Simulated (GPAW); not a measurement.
Consider YTe (Fm-3m).

```xyz
2
Lattice="0.0000 3.0400 3.0400 3.0400 0.0000 3.0400 3.0400 3.0400 0.0000" Properties=species:S:1:pos:R:3 pbc="T T T"
Te    0.0000    0.0000    0.0000
Y     3.0400    3.0400    3.0400
```

Absorber: atom 2, with 6 Te at 3.04 Å (octahedral, site symmetry m-3m). Method: GPAW, LDA, excited-electron core hole (neutral cell), 8-atom cell with 6.1 Å between holes, 4×4×4 k points, dipole transitions, Gaussian full width 1.5 eV up to 4 eV, rising linearly to 3.5 eV at 25 eV.

The database entry behind the starting cell differs from later determinations by our own check (0.1 to 0.3 % short, probably kX units), so it need not match the best structure at ambient conditions.

Question: Predict the near-edge structure at the Y L₃ edge.

Main maxima up to 30 eV above the zero (height): 0.6 eV (4.02), 6.4 eV (0.91), 13.2 eV (0.75) and 23.0 eV (0.80). At an L edge the dipole rule selects empty d (and weakly s) states on the absorber, and the strong line at the onset measures the empty part of its d band. 

The Y L₃ spectrum (energy from the lowest empty level; intensity scaled to a mean of 1 over the first 20 eV):

| E (eV) | intensity |
| --- | --- |
| -2.0 | 0.00 |
| -1.0 | 0.34 |
| 0.0 | 2.91 |
| 1.0 | 3.88 |
| 2.0 | 2.72 |
| 3.0 | 1.26 |
| 4.0 | 0.67 |
| 5.0 | 0.62 |
| 6.0 | 0.89 |
| 7.0 | 0.84 |
| 8.0 | 0.64 |
| 9.0 | 0.61 |
| 10.0 | 0.64 |
| 11.0 | 0.63 |
| 12.0 | 0.65 |
| 13.0 | 0.74 |
| 14.0 | 0.69 |
| 15.0 | 0.59 |
| 16.0 | 0.57 |
| 17.0 | 0.55 |
| 18.0 | 0.49 |
| 19.0 | 0.47 |
| 20.0 | 0.54 |
| 21.0 | 0.65 |
| 22.0 | 0.75 |
| 23.0 | 0.80 |
| 24.0 | 0.75 |
| 25.0 | 0.64 |
| 26.0 | 0.53 |
| 27.0 | 0.47 |
| 28.0 | 0.46 |
| 29.0 | 0.48 |
| 30.0 | 0.51 |
| 31.0 | 0.55 |
| 32.0 | 0.57 |

Only the L₃ part is meant: spin–orbit coupling of the core level isn't computed and the L₂ copy isn't added. The primitive cell holds an odd number of electrons, so a spin-paired run has to come out metallic; that is right for a metal, but some such compounds are magnetic or distorted insulators. The holes are only 6.1 Å apart, so the shape is probably not converged with cell size; no larger cell was run here. The structure is a published determination, not relaxed.

[Banner, clock and machine lines of the logs are left out without a mark of their own.]

[Logs are printed without paths, hosts, clocks, repeated set-up lines and the standing remarks that a program may print on its own settings, such as how far it seeks lower states.]

[Hosts, paths, dates, database ids (printed as entryN), source tags and the programs' standing remarks are cut or masked in the printed files.]

[Lists of maxima count a maximum above −3 eV only where it reaches 4 % of the highest in the window and stands out from its surroundings by 2 % of it (1.5 % where it reaches 55 %); shoulders and weaker maxima are passed over, and of the rest the first, up to two pre-edge ones and the few strongest are named.]
